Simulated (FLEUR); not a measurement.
# GdP: which magnetic order is lowest

Does GdP prefer parallel or opposed moments?

Program: FLEUR MaX-R8.1. Level of theory: LDA (VWN) with U = 6 eV on Gd f; all-electron FLAPW, Dirac cores, scalar-relativistic bands. Results are calculated unless marked as measured.

Most raw output is cut from this account.

## (1) Set-up

The structure is cubic, space group Fm-3m (No. 225). Conventional cell: a = 5.740 Å, b = 5.740 Å, c = 5.740 Å, α = 90.00°, β = 90.00°, γ = 90.00°. Nearest to Gd lie 6 P at 2.87 Å. P has 6 Gd at 2.87 Å nearest. Farther neighbours are not listed.

Structure file:

```xyz
2
Lattice="0.0000 2.8699 2.8699 2.8699 0.0000 2.8699 2.8699 2.8699 0.0000" Properties=species:S:1:pos:R:3 pbc="T T T"
Gd    0.0000    0.0000    0.0000
P     2.8699    2.8699    2.8699
```

The cell comes from a database of computed structures and need not be the stable phase.

## (2) Run 1 (ferro +)

The parallel start comes first: it shows whether parallel moments hold. A Hubbard U acts on the open shell, since semilocal functionals spread its electrons too much.

The file n_mmp_mat seeds the f occupations with whole cubic orbitals by Hund's first rule, so that the U acts from the first pass. inpgen writes inp.xml from crystal.txt; cutoffs, mixing, functional, smearing and local orbitals are then set in the file. The k list default-1 (kpts.xml, not shown) is a Γ-centred 8×8×8 mesh; where the ranks do not divide the number of points, some are split in two of half the weight.

The input, inp.xml:

```
<?xml version="1.0" encoding="UTF-8" standalone="no"?>
<fleurInput fleurInputVersion="0.39">
   <comment>
      GdP
   </comment>
   <calculationSetup>
      <cutoffs Kmax="3.6" Gmax="10.8" GmaxXC="10.8" numbands="0"/>
      <scfLoop itmax="130" minDistance="0.0001" maxIterBroyd="15" imix="Anderson" alpha="0.05" precondParam="0.0" spinf="2.0" sdNocoIR="T"/>
      <coreElectrons ctail="T" frcor="F" kcrel="0" coretail_lmax="0"/>
      <xcFunctional name="vwn" relativisticCorrections="F"/>
      <magnetism jspins="2"/>
      <soc l_soc="F" theta="0.0" phi="0.0" spav="F"/>
      <expertModes spex="0" secvar="F"/>
      <geometryOptimization l_f="F" forcealpha="1.0" forcemix="BFGS" epsdisp="0.00001" epsforce="0.00001"/>
      <ldaU l_linMix="F" mixParam="0.05" spinf="1.0"/>
   </calculationSetup>
   <cell>
      <bzIntegration valenceElectrons="23.0" mode="hist" fermiSmearingEnergy="0.00183747">
         <kPointListSelection listName="default-1"/>
         <xi:include xmlns:xi="http://www.w3.org/2001/XInclude" href="kpts.xml"> </xi:include>
      </bzIntegration>
      <xi:include xmlns:xi="http://www.w3.org/2001/XInclude" href="sym.xml"> </xi:include>
      <bulkLattice scale="1.0">
         <bravaisMatrix>
            <row-1>    0.0000000000000000     5.4233959069468174     5.4233959069468174</row-1>
            <row-2>    5.4233959069468174     0.0000000000000000     5.4233959069468174</row-2>
            <row-3>    5.4233959069468174     5.4233959069468174     0.0000000000000000</row-3>
         </bravaisMatrix>
      </bulkLattice>
   </cell>
   <atomSpecies>
      <species name="Gadolinium7.000" element="Gd" atomicNumber="64">
         <mtSphere radius="2.8" gridPoints="925" logIncrement="0.014"/>
         <atomicCutoffs lmax="10" lnonsphr="8"/>
         <electronConfig flipSpins="F">
            <coreConfig>(1s1/2) (2s1/2) (2p1/2) (2p3/2) (3s1/2) (3p1/2) (3p3/2) (4s1/2) (3d3/2) (3d5/2) (4p1/2) (4p3/2) (4d3/2) (4d5/2)</coreConfig>
            <valenceConfig>(5s1/2) (5p1/2) (5p3/2) (6s1/2) (4f5/2) (4f7/2) (5d3/2) (5d5/2)</valenceConfig>
            <stateOccupation state="(4f5/2)" spinUp="2.5" spinDown="0.5"/>
            <stateOccupation state="(4f7/2)" spinUp="4.0" spinDown="0.0"/>
            <stateOccupation state="(5d3/2)" spinUp="0.4" spinDown="0.0"/>
            <stateOccupation state="(5d5/2)" spinUp="0.6" spinDown="0.0"/>
         </electronConfig>
         <energyParameters s="6" p="6" d="5" f="4"/>
         <ldaU l="3" U="6.0" J="0.0" l_amf="F"/>
         <lo type="SCLO" l="0" n="5" eDeriv="0"/>
         <lo type="SCLO" l="1" n="5" eDeriv="0"/>
      </species>
      <species name="Phosphorous (P)" element="P" atomicNumber="15">
         <mtSphere radius="2.09" gridPoints="691" logIncrement="0.017"/>
         <atomicCutoffs lmax="8" lnonsphr="6"/>
         <electronConfig flipSpins="F">
            <coreConfig>(1s1/2) (2s1/2) (2p1/2) (2p3/2)</coreConfig>
            <valenceConfig>(3s1/2) (3p1/2) (3p3/2)</valenceConfig>
            <stateOccupation state="(3p1/2)" spinUp="0.500000" spinDown="0.500000"/>
            <stateOccupation state="(3p3/2)" spinUp="1.000000" spinDown="1.000000"/>
         </electronConfig>
         <energyParameters s="3" p="3" d="3" f="4"/>
      </species>
   </atomSpecies>
   <atomGroups>
      <atomGroup species="Gadolinium7.000">
         <relPos label="                   1">.0000000000 .0000000000 .0000000000</relPos>
         <force calculate="T" relaxXYZ="TTT"/>
      </atomGroup>
      <atomGroup species="Phosphorous (P)">
         <relPos label="                   2">1.000/2.000 1.000/2.000 1.000/2.000</relPos>
         <force calculate="T" relaxXYZ="TTT"/>
      </atomGroup>
   </atomGroups>
   <output dos="F" band="F" slice="F">
      <bandDOS minEnergy="-.5*Htr" maxEnergy="0.5*Htr" sigma="0.015" storeEVData="T"/>
      <plotting iplot="0" polar="F">
         <plot TwoD="T" vec1="  1.0  0.0  0.0" vec2="  0.0  1.0  0.0" vec3="  0.0  0.0  1.0" zero="  0.0  0.0  0.0" file="plot"/>
      </plotting>
      <moessbauerParams electricFieldGradient="F" isomerShift="F" coreHyperfine="F" valenceHyperfine="F"/>
   </output>
</fleurInput>
```

The input, crystal.txt:

```
GdP
&input film=F cartesian=F /
0.00000000000  2.86993751970  2.86993751970
2.86993751970  0.00000000000  2.86993751970
2.86993751970  2.86993751970  0.00000000000
1.8897261246
1.0 1.0 1.0

2
64 0.00000000000  0.00000000000  0.00000000000 : 7.000
15 0.50000000000  0.50000000000  0.50000000000

&kpt div1=8 div2=8 div3=8 gamma=T /
```

Launch:

```console
OMP_NUM_THREADS=1 inpgen -f crystal.txt > inpgen.log  # inp.xml is then edited as shown
OMP_NUM_THREADS=1 mpirun -n 4 fleur_MPI > fleur.log
```

Run time: 7.1 s. Hardware: 4 MPI ranks of AMD EPYC 9R45, shared host; peak memory 0.25 GiB; 27 s of CPU time.

Read from the output:

```yaml
free_energy: -316037.1881 eV
program_s_band_gap_on_this_mesh_in_a_metal_only_a_level_spacing: 0.005574 eV
magnetization: 7.003 μB
final_state: ferromagnetic, with opposed induced moments
largest_moment: 7.044 μB
```

After 15 cycles the largest moment stands at 7.04 μB.

## (3) Order 2, typed as antiferro q=(0,0,1/2) +-

An opposed order shows whether neighbours prefer unlike signs.

This order needs a doubled cell of 4 atoms. The mesh is halved along the doubled vector, so that both cells sample the same points. The k list default-1 (kpts.xml, not shown) is a Γ-centred 8×8×4 mesh.

Changes to inp.xml since step 2:

```diff
@@ -17,3 +17,3 @@
    <cell>
-      <bzIntegration valenceElectrons="23.0" mode="hist" fermiSmearingEnergy="0.00183747">
+      <bzIntegration valenceElectrons="46.0" mode="hist" fermiSmearingEnergy="0.00183747">
          <kPointListSelection listName="default-1"/>
@@ -26,3 +26,3 @@
             <row-2>    5.4233959069468174     0.0000000000000000     5.4233959069468174</row-2>
-            <row-3>    5.4233959069468174     5.4233959069468174     0.0000000000000000</row-3>
+            <row-3>   10.8467918138936348    10.8467918138936348     0.0000000000000000</row-3>
          </bravaisMatrix>
@@ -41,2 +41,18 @@
             <stateOccupation state="(5d5/2)" spinUp="0.6" spinDown="0.0"/>
+         </electronConfig>
+         <energyParameters s="6" p="6" d="5" f="4"/>
+         <ldaU l="3" U="6.0" J="0.0" l_amf="F"/>
+         <lo type="SCLO" l="0" n="5" eDeriv="0"/>
+         <lo type="SCLO" l="1" n="5" eDeriv="0"/>
+      </species>
+      <species name="Gadolinium-7.000" element="Gd" atomicNumber="64">
+         <mtSphere radius="2.8" gridPoints="925" logIncrement="0.014"/>
+         <atomicCutoffs lmax="10" lnonsphr="8"/>
+         <electronConfig flipSpins="F">
+            <coreConfig>(1s1/2) (2s1/2) (2p1/2) (2p3/2) (3s1/2) (3p1/2) (3p3/2) (4s1/2) (3d3/2) (3d5/2) (4p1/2) (4p3/2) (4d3/2) (4d5/2)</coreConfig>
+            <valenceConfig>(5s1/2) (5p1/2) (5p3/2) (6s1/2) (4f5/2) (4f7/2) (5d3/2) (5d5/2)</valenceConfig>
+            <stateOccupation state="(4f5/2)" spinUp="0.5" spinDown="2.5"/>
+            <stateOccupation state="(4f7/2)" spinUp="0.0" spinDown="4.0"/>
+            <stateOccupation state="(5d3/2)" spinUp="0.0" spinDown="0.4"/>
+            <stateOccupation state="(5d5/2)" spinUp="0.0" spinDown="0.6"/>
          </electronConfig>
@@ -64,4 +80,9 @@
       </atomGroup>
+      <atomGroup species="Gadolinium-7.000">
+         <relPos label="                   2">.0000000000 .0000000000 1.000/2.000</relPos>
+         <force calculate="T" relaxXYZ="TTT"/>
+      </atomGroup>
       <atomGroup species="Phosphorous (P)">
-         <relPos label="                   2">1.000/2.000 1.000/2.000 1.000/2.000</relPos>
+         <relPos label="                   3">1.000/2.000 1.000/2.000 1.000/4.000</relPos>
+         <relPos label="                   4">1.000/2.000 1.000/2.000 -1.000/4.000</relPos>
          <force calculate="T" relaxXYZ="TTT"/>
```

The input, crystal.txt:

```
GdP
&input film=F cartesian=F /
0.00000000000  2.86993751970  2.86993751970
2.86993751970  0.00000000000  2.86993751970
5.73987503940  5.73987503940  0.00000000000
1.8897261246
1.0 1.0 1.0

4
64 0.00000000000  0.00000000000  0.00000000000 : 7.000
64 0.00000000000  0.00000000000  0.50000000000 : -7.000
15 0.50000000000  0.50000000000  0.25000000000
15 0.50000000000  0.50000000000  0.75000000000

&kpt div1=8 div2=8 div3=4 gamma=T /
```

It took 47 s on 4 MPI ranks; peak memory 0.46 GiB; 3.1 min of CPU time.

Spin moment in the muffin-tin sphere by atom:

| atom | spin moment in the muffin-tin sphere (μB) |
| --- | --- |
| Gd1 | 7.08 |
| Gd2 | -7.08 |
| P3 | 0.00 |
| P4 | 0.00 |

Read from the output:

| Item | Value |
| --- | --- |
| free energy | -632074.3934 eV |
| program's band gap on this mesh (in a metal only a level spacing) | 1.77e-4 eV |
| magnetization | 0 μB |
| final state | antiferromagnetic |

It lies 8.56 meV a seeded atom under the first start, and its largest moment is 7.08 μB against 7.04 μB.

## (4) Order 3, typed as antiferro q=(0,1/2,1/2) +-

Reversing part of the moments tests the sign of the couplings between them.

The cell is doubled to 4 atoms to hold this order. The mesh is halved along the doubled vector, so that both cells sample the same points. The k list default-1 (kpts.xml, not shown) is a Γ-centred 8×4×8 mesh.

Changes to inp.xml since step 3:

```diff
@@ -25,4 +25,4 @@
             <row-1>    0.0000000000000000     5.4233959069468174     5.4233959069468174</row-1>
-            <row-2>    5.4233959069468174     0.0000000000000000     5.4233959069468174</row-2>
-            <row-3>   10.8467918138936348    10.8467918138936348     0.0000000000000000</row-3>
+            <row-2>   10.8467918138936348     0.0000000000000000    10.8467918138936348</row-2>
+            <row-3>   10.8467918138936348     5.4233959069468174     5.4233959069468174</row-3>
          </bravaisMatrix>
@@ -81,3 +81,3 @@
       <atomGroup species="Gadolinium-7.000">
-         <relPos label="                   2">.0000000000 .0000000000 1.000/2.000</relPos>
+         <relPos label="                   2">.0000000000 1.000/2.000 .0000000000</relPos>
          <force calculate="T" relaxXYZ="TTT"/>
@@ -85,4 +85,7 @@
       <atomGroup species="Phosphorous (P)">
-         <relPos label="                   3">1.000/2.000 1.000/2.000 1.000/4.000</relPos>
-         <relPos label="                   4">1.000/2.000 1.000/2.000 -1.000/4.000</relPos>
+         <relPos label="                   3">1.000/2.000 .0000000000 1.000/2.000</relPos>
+         <force calculate="T" relaxXYZ="TTT"/>
+      </atomGroup>
+      <atomGroup species="Phosphorous (P)">
+         <relPos label="                   4">1.000/2.000 1.000/2.000 1.000/2.000</relPos>
          <force calculate="T" relaxXYZ="TTT"/>
```

The input, crystal.txt:

```
GdP
&input film=F cartesian=F /
0.00000000000  2.86993751970  2.86993751970
5.73987503940  0.00000000000  5.73987503940
5.73987503940  2.86993751970  2.86993751970
1.8897261246
1.0 1.0 1.0

4
64 0.00000000000  0.00000000000  0.00000000000 : 7.000
64 0.00000000000  0.50000000000  0.00000000000 : -7.000
15 0.50000000000  0.00000000000  0.50000000000
15 0.50000000000  0.50000000000  0.50000000000

&kpt div1=8 div2=4 div3=8 gamma=T /
```

The job ended after 54 s (4 MPI ranks; peak memory 0.5 GiB).

Spin moment in the muffin-tin sphere by atom:

| atom | spin moment in the muffin-tin sphere (μB) |
| --- | --- |
| Gd1 | 7.06 |
| Gd2 | -7.06 |
| P3 | 0.03 |
| P4 | -0.03 |

Numbers from this step:

| Quantity | Value |
| --- | --- |
| free energy | -632074.3842 eV |
| program's band gap on this mesh (in a metal only a level spacing) | 3.10e-8 eV |
| magnetization | 0 μB |
| final state | antiferromagnetic |

It lies 3.97 meV a seeded atom under the first start, and its largest moment is 7.06 μB against 7.04 μB.

## (5) Ranking

Free energies are divided by the number of seeded atoms, so that cells of unlike size compare. Wavevectors q in the names are fractions of the primitive cell's reciprocal vectors.

Orders:

| start | final state | typed order kept | energy over the lowest (meV a seeded atom) | largest sphere moment (μB) | net moment (μB a primitive cell) | mesh matched | CPU time (s) |
| --- | --- | --- | --- | --- | --- | --- | --- |
| ferro + | ferromagnetic, with opposed induced moments | yes | 8.561 | 7.044 | 7.003 | yes | 27.49 |
| antiferro q=(0,0,1/2) +- | antiferromagnetic | yes | 0 | 7.081 | 0 | yes | 188 |
| antiferro q=(0,1/2,1/2) +- | antiferromagnetic | yes | 4.59 | 7.064 | 0 | yes | 213.8 |

## (6) Spin–orbit coupling, moments along [001]

Spin–orbit coupling ties the spins to the lattice and lets orbital moments form.

A new self-consistent run of the start antiferro q=(0,0,1/2) +-, with the moments along z. Here n_mmp_mat seeds f states of whole m by Hund's three rules. The k list default-1 (kpts.xml, not shown) is a Γ-centred 8×8×4 mesh.

Changes to inp.xml since step 2:

```diff
@@ -6,3 +6,3 @@
    <calculationSetup>
-      <cutoffs Kmax="3.6" Gmax="10.8" GmaxXC="10.8" numbands="0"/>
+      <cutoffs Kmax="3.6" Gmax="10.8" GmaxXC="10.8" numbands="126"/>
       <scfLoop itmax="130" minDistance="0.0001" maxIterBroyd="15" imix="Anderson" alpha="0.05" precondParam="0.0" spinf="2.0" sdNocoIR="T"/>
@@ -11,3 +11,3 @@
       <magnetism jspins="2"/>
-      <soc l_soc="F" theta="0.0" phi="0.0" spav="F"/>
+      <soc l_soc="T" theta="0.0" phi="0.0" spav="F"/>
       <expertModes spex="0" secvar="F"/>
@@ -17,3 +17,3 @@
    <cell>
-      <bzIntegration valenceElectrons="23.0" mode="hist" fermiSmearingEnergy="0.00183747">
+      <bzIntegration valenceElectrons="46.0" mode="hist" fermiSmearingEnergy="0.00183747">
          <kPointListSelection listName="default-1"/>
@@ -26,3 +26,3 @@
             <row-2>    5.4233959069468174     0.0000000000000000     5.4233959069468174</row-2>
-            <row-3>    5.4233959069468174     5.4233959069468174     0.0000000000000000</row-3>
+            <row-3>   10.8467918138936348    10.8467918138936348     0.0000000000000000</row-3>
          </bravaisMatrix>
@@ -41,2 +41,18 @@
             <stateOccupation state="(5d5/2)" spinUp="0.6" spinDown="0.0"/>
+         </electronConfig>
+         <energyParameters s="6" p="6" d="5" f="4"/>
+         <ldaU l="3" U="6.0" J="0.0" l_amf="F"/>
+         <lo type="SCLO" l="0" n="5" eDeriv="0"/>
+         <lo type="SCLO" l="1" n="5" eDeriv="0"/>
+      </species>
+      <species name="Gadolinium-7.000" element="Gd" atomicNumber="64">
+         <mtSphere radius="2.8" gridPoints="925" logIncrement="0.014"/>
+         <atomicCutoffs lmax="10" lnonsphr="8"/>
+         <electronConfig flipSpins="F">
+            <coreConfig>(1s1/2) (2s1/2) (2p1/2) (2p3/2) (3s1/2) (3p1/2) (3p3/2) (4s1/2) (3d3/2) (3d5/2) (4p1/2) (4p3/2) (4d3/2) (4d5/2)</coreConfig>
+            <valenceConfig>(5s1/2) (5p1/2) (5p3/2) (6s1/2) (4f5/2) (4f7/2) (5d3/2) (5d5/2)</valenceConfig>
+            <stateOccupation state="(4f5/2)" spinUp="0.5" spinDown="2.5"/>
+            <stateOccupation state="(4f7/2)" spinUp="0.0" spinDown="4.0"/>
+            <stateOccupation state="(5d3/2)" spinUp="0.0" spinDown="0.4"/>
+            <stateOccupation state="(5d5/2)" spinUp="0.0" spinDown="0.6"/>
          </electronConfig>
@@ -64,4 +80,9 @@
       </atomGroup>
+      <atomGroup species="Gadolinium-7.000">
+         <relPos label="                   2">.0000000000 .0000000000 1.000/2.000</relPos>
+         <force calculate="T" relaxXYZ="TTT"/>
+      </atomGroup>
       <atomGroup species="Phosphorous (P)">
-         <relPos label="                   2">1.000/2.000 1.000/2.000 1.000/2.000</relPos>
+         <relPos label="                   3">1.000/2.000 1.000/2.000 1.000/4.000</relPos>
+         <relPos label="                   4">1.000/2.000 1.000/2.000 -1.000/4.000</relPos>
          <force calculate="T" relaxXYZ="TTT"/>
```

The input, crystal.txt:

```
GdP
&input film=F cartesian=F /
0.00000000000  2.86993751970  2.86993751970
2.86993751970  0.00000000000  2.86993751970
5.73987503940  5.73987503940  0.00000000000
1.8897261246
1.0 1.0 1.0

4
64 0.00000000000  0.00000000000  0.00000000000 : 7.000
64 0.00000000000  0.00000000000  0.50000000000 : -7.000
15 0.50000000000  0.50000000000  0.25000000000
15 0.50000000000  0.50000000000  0.75000000000

&soc 0.0000000 0.0000000 /
&kpt div1=8 div2=8 div3=4 gamma=T /
```

The job ended after 4.5 min (4 MPI ranks; peak memory 1.1 GiB).

Spin moment in the muffin-tin sphere by atom:

| atom | spin moment in the muffin-tin sphere (μB) |
| --- | --- |
| Gd1 | 7.07 |
| Gd2 | -7.07 |
| P3 | 0.00 |
| P4 | 0.00 |

Read from the output:

```
free energy                                                       : -632075.0903 eV
program's band gap on this mesh (in a metal only a level spacing) : 0.1171 eV
magnetization                                                     : 0 μB
final state                                                       : antiferromagnetic
orbital moment along the spin                                     : 0 μB
```

Orbital moment in the sphere, along the spin axis by atom:

| atom | orbital moment in the sphere, along the spin axis (μB) |
| --- | --- |
| Gd1 | -0.0024 |
| Gd2 | 0.0024 |
| P3 | 0.0000 |
| P4 | 0.0000 |

## (7) What came out

| Property | Result |
| --- | --- |
| lowest state found | antiferromagnetic (typed antiferro q=(0,0,1/2) +-) |
| largest site spin moment | 7.08 μB |
| next finished state | antiferromagnetic, 4.59 meV a seeded atom higher |
| orbital moment on the atom of largest spin, along its spin (spin–orbit run) | -0.00241 μB |
| spin plus orbital moment | Gd 7.07 μB |

In words: The lowest state found is antiferromagnetic, reached from the start antiferro q=(0,0,1/2) +-, with moments up to 7.08 μB. The next finished state costs 4.6 meV a seeded atom. The shell is near half filling, where Hund's rules give no orbital moment. Only 3 starts were tried; other patterns of signs, canted and longer-period orders were not. The f shell is half filled, so the spin-only picture is fair.

[Logs and program files are shortened in this print: banners, set-up blocks, solver, clock and traceback lines can be left out without a mark of their own.]

[Logs are printed without paths, hosts, clocks, repeated set-up lines and the standing remarks that a program may print on its own settings, such as how far it seeks lower states.]

[Hosts, paths, dates, database ids (printed as entryN), source tags and the programs' standing remarks are cut or masked in the printed files.]

[Where a cell is said to come from a database of computed structures, the database is the Materials Project.]
